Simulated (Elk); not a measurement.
# Cr (Chromium): which magnetic order is lowest, part 2 of 2

Wanted: the moments of Cr (Chromium) and the energy of each order that was tried.

Elk 11.2.3 (patched build); PBE; all-electron APW+lo, Dirac cores, scalar-relativistic bands.

So far. Step 2 (Order 1, typed as ferro +): After 36 cycles the seed has died away: no moment is left.

## 3. Start 2: antiferro q=(0,0,1/2) +-

Reversing part of the moments tests the sign of the couplings between them.

This order needs a doubled cell of 2 atoms. Its mesh is chosen so that both cells sample the same points.

elk.in

```
tasks
  0

xctype
  20

rgkmax
  7.0

nempty
  12

swidth
  0.001837

reducebf
  0.5

epsengy
  1e-05

maxscl
  100

lmaxi
  3

spinpol
  .true.

sppath
  './'

avec
  -2.72489058540 2.72489058540 2.72489058540
  2.72489058540 -2.72489058540 2.72489058540
  5.44978117081 5.44978117081 -5.44978117081

atoms
  1
  'Cr.in'
  2
  0.0000000000 0.0000000000 0.0000000000   0.000000 0.000000 -0.125000
  0.0000000000 0.0000000000 0.5000000000   0.000000 0.000000 0.125000

ngridk
  16 16 8
```

On the command line:

```
$ OMP_NUM_THREADS=2 elk
```

Numbers of over 12 decimals in the logs are rounded to 6 here.

Output:

```text
Info(gndstate): no moment of its own; a second start begins; STATE.OUT holds the state before

--- INFO.OUT ---
┌─────────────────────────┐
│ Elk code version 11.2.3 │
└─────────────────────────┘

All units are atomic (Hartree, Bohr, etc.)

┌─────────────────────────────────────────────────┐
│ Ground-state run starting from atomic densities │
└─────────────────────────────────────────────────┘

Lattice vectors :
  -2.724890585       2.724890585       2.724890585
   2.724890585      -2.724890585       2.724890585
   5.449781171       5.449781171      -5.449781171

Species : 1 (Cr)
 muffin-tin radius :    2.334824469
 atomic positions (lattice), magnetic fields (Cartesian) :
  1 :   0.00000000  0.00000000  0.00000000    0.00000000  0.00000000 -0.12500000
  2 :   0.00000000  0.00000000  0.50000000    0.00000000  0.00000000  0.12500000

Total number of atoms per unit cell :    2
Total muffin-tin volume :    106.6304675
 ratio of muffin-tin to unit cell volume :   0.6587856359

Spin treatment :
 spin-polarised
 global magnetic field (Cartesian) :    0.000000000       0.000000000       0.000000000
 collinear magnetisation in z-direction

Number of Bravais lattice symmetries :    8
Number of crystal symmetries         :   16
Crystal has inversion symmetry
Real symmetric eigensolver will be used

k-point grid :     16    16     8
k-point offset :    0.000000000       0.000000000       0.000000000
k-point set is reduced with full crystal symmetry group
Total number of k-points :      333

Muffin-tin radius times maximum |G+k| :    7.000000000
 using average radius
Maximum |G+k| for APW functions       :    2.998084049
Maximum (1/2)|G+k|²                   :    4.494253983
Maximum |G| for potential and density :    12.00000000
Constant for pseudocharge density :    7
 order of it for each species :   14
 order of it for pair densities of each species (exact exchange by exxq0 0: 14) :   10
Radial integration step length :    1

G-vector grid sizes :     20    20    40
Number of G-vectors :     4689

Maximum angular momentum used for
 APW functions            :    8
 outer part of muffin-tin :    6

Number of empty states         :     24
Total number of valence states :     78
Total number of core states    :     20

Third-order local-orbitals added for an l without core states : T
Total number of local-orbitals :     46

Exchange-correlation functional :     20     0     0
 Perdew-Burke-Ernzerhof, Phys. Rev. Lett. 77, 3865 (1996)
 gradient requirement :    1
 generalised gradient approximation (GGA)

Smearing type :    3
 Fermi-Dirac
Smearing width :   0.1837000000E-02
Effective electronic temperature (K) :    580.0787206

Mixing type :    3
 Broyden mixing, J. Phys. A: Math. Gen. 17, L317 (1984)

Kohn-Sham potential initialised from atomic data

┌──────────────────────────────┐
│ Self-consistent loop started │
└──────────────────────────────┘

[... earlier loops left out ...]

┌──────────────────┐
│ Loop number : 20 │
└──────────────────┘

[key lines of the parts left out:]
total energy                :     -2101.7735532147
```

Wall time 20 min (2 threads of Intel Xeon Platinum 8488C (Sapphire Rapids), shared host); peak memory 0.19 GiB.

The moments died away, and this build then starts once more from a stronger push, within the same count of loops.

The run was cut off at its time limit.

It was cut off while still iterating. More time helps where the residual falls; where it has stalled, the mixing must change.

After 19 loops the RMS change of the potential stands at 3e-07 Ha, still falling.

## 4. Order 3, typed as antiferro q=(1/2,1/2,1/2) +-

Another pattern of signs weighs the neighbour shells otherwise.

The cell is doubled to 2 atoms to hold this order. Its mesh is chosen so that both cells sample the same points.

elk.in

```
tasks
  0

xctype
  20

rgkmax
  7.0

nempty
  12

swidth
  0.001837

reducebf
  0.5

epsengy
  1e-05

maxscl
  100

lmaxi
  3

spinpol
  .true.

sppath
  './'

avec
  -5.44978117081 5.44978117081 5.44978117081
  0.00000000000 0.00000000000 5.44978117081
  0.00000000000 5.44978117081 0.00000000000

atoms
  1
  'Cr.in'
  2
  0.0000000000 0.0000000000 0.0000000000   0.000000 0.000000 -0.125000
  0.5000000000 0.0000000000 0.0000000000   0.000000 0.000000 0.125000

ngridk
  8 16 16
```

On the command line:

```
$ OMP_NUM_THREADS=2 elk
```

Output:

```text
┌─────────────────────────┐
│ Elk code version 11.2.3 │
└─────────────────────────┘

All units are atomic (Hartree, Bohr, etc.)

┌─────────────────────────────────────────────────┐
│ Ground-state run starting from atomic densities │
└─────────────────────────────────────────────────┘

Lattice vectors :
  -5.449781171       5.449781171       5.449781171
   0.000000000       0.000000000       5.449781171
   0.000000000       5.449781171       0.000000000

Species : 1 (Cr)
 muffin-tin radius :    2.334824469
[...]
atom 2                    :    22.81867351     ( -0.2218886390E-06)
 total in muffin-tins        :    45.63734701
 total calculated charge     :    47.99998479
 total charge                :    48.00000000
 error                       :   0.1521288713E-04

Moments :
 interstitial                :   0.3377642240E-17
 muffin-tins
  species : 1 (Cr)
   atom 1                    :    1.160640991
   atom 2                    :   -1.160640991
 total in muffin-tins        :  -0.2220446049E-15
 total moment                :  -0.2186669627E-15

┌──────────────────────────────┐
│ Self-consistent loop stopped │
└──────────────────────────────┘

Wrote STATE.OUT

[key lines of the parts left out:]
total energy                :     -2101.7749402370
```

Run time: 6.3 min. Hardware: 2 threads; peak memory 0.14 GiB.

Spin moment in the muffin-tin sphere by atom:

| atom | spin moment in the muffin-tin sphere (μB) |
| --- | --- |
| Cr1 | 1.16 |
| Cr2 | -1.16 |

Numbers from this step:

| Item | Value |
| --- | --- |
| density of states at the Fermi level | 0.6585 states/eV/cell |
| moment between the spheres | 0 μB |
| magnetization | 0 μB |
| final state | antiferromagnetic |

It lies 19.1 meV a seeded atom under the first start, and its largest moment is 1.16 μB against 1.1e-6 μB.

## 5. Order 4, typed as no spin polarisation

A run without seeds gives the energy of the state without moments.

elk.in

```
tasks
  0

xctype
  20

rgkmax
  7.0

nempty
  12

swidth
  0.001837

epsengy
  1e-05

maxscl
  100

lmaxi
  3

sppath
  './'

avec
  -2.72489058540 2.72489058540 2.72489058540
  2.72489058540 -2.72489058540 2.72489058540
  2.72489058540 2.72489058540 -2.72489058540

atoms
  1
  'Cr.in'
  1
  0.0000000000 0.0000000000 0.0000000000   0.000000 0.000000 0.000000

ngridk
  16 16 16
```

On the command line:

```
$ OMP_NUM_THREADS=2 elk
```

Output:

```text
┌─────────────────────────┐
│ Elk code version 11.2.3 │
└─────────────────────────┘

All units are atomic (Hartree, Bohr, etc.)

┌─────────────────────────────────────────────────┐
│ Ground-state run starting from atomic densities │
└─────────────────────────────────────────────────┘

Lattice vectors :
  -2.724890585       2.724890585       2.724890585
   2.724890585      -2.724890585       2.724890585
   2.724890585       2.724890585      -2.724890585

Species : 1 (Cr)
 muffin-tin radius :    2.334824469
[...]
Estimated direct band gap   :   0.9840278960E-03
 at k-point 83

Charges :
 core                        :    10.00000000
 valence                     :    14.00000000
 interstitial                :    1.186763801
 muffin-tins (core leakage)
  species : 1 (Cr)
   atom 1                    :    22.81323620     ( -0.2218890991E-06)
 total in muffin-tins        :    22.81323620
 total calculated charge     :    24.00011022
 total charge                :    24.00000000
 error                       :   0.1102226753E-03

┌──────────────────────────────┐
│ Self-consistent loop stopped │
└──────────────────────────────┘

Wrote STATE.OUT

[key lines of the parts left out:]
total energy                :     -1050.8867672159
```

Wall time 7.8 s (2 threads); peak memory 0.05 GiB; 14 s of CPU time.

Numbers from this step:

* density of states at the Fermi level: 0.6720 states/eV/cell
* final state: non-magnetic (no spin polarisation)

It ends in the same state without moments as the first start; the 1.9e-4 meV between them is numerical noise.

## 6. Ranking

These are free energies at a smearing of 0.05 eV, so its entropy term is in the differences. They are divided by the number of seeded atoms, so that cells of unlike size compare. Wavevectors q in the names are fractions of the reciprocal vectors of the first run's cell.

Orders:

| start | final state | typed order kept | energy over the lowest (meV a seeded atom) | largest sphere moment (μB) | net moment (μB a primitive cell) | DOS at the Fermi level (states/eV a primitive cell) | mesh matched | CPU time (s) |
| --- | --- | --- | --- | --- | --- | --- | --- | --- |
| ferro + | non-magnetic | no | 19.13 | 0 | 0 | 0.672 | yes | 439.6 |
| antiferro q=(1/2,1/2,1/2) +- | antiferromagnetic | yes | 0 | 1.161 | 0 | 0.3292 | yes | 739.8 |
| no spin polarisation | non-magnetic | - | 19.13 | 0 | 0 | 0.672 | yes | 13.7 |

## 7. Outcome

```yaml
lowest_state_found: antiferromagnetic (typed antiferro q=(1/2,1/2,1/2) +-)
largest_site_moment: 1.16 μB
next_state: non-magnetic, 19.1 meV a seeded atom higher
energy_gained_by_spin_polarisation: 19.1 meV a seeded atom
```

What this shows: The lowest state found is antiferromagnetic, reached from the start antiferro q=(1/2,1/2,1/2) +-, with moments up to 1.16 μB. Spin polarisation gains little. 1 start gave no converged result and is missing from the ranking; where cut off, the energy had nearly settled, +18.9 meV a seeded atom from the lowest. 1 start left the typed pattern (a sign turned or a seeded moment died), so such an energy belongs to the state reached, not the one typed. Only 4 starts are shown; other collinear patterns, canted and longer-period orders are not.

[Logs and program files are shortened in this print: banners, set-up blocks, solver, clock and traceback lines can be left out without a mark of their own.]

[Logs are printed without paths, hosts, clocks, repeated set-up lines and the standing remarks that a program may print on its own settings, such as how far it seeks lower states.]

[Hosts, paths, dates, database ids (printed as entryN), source tags and the programs' standing remarks are cut or masked in the printed files.]

[Where a cell is said to come from a database of computed structures, the database is the Materials Project.]
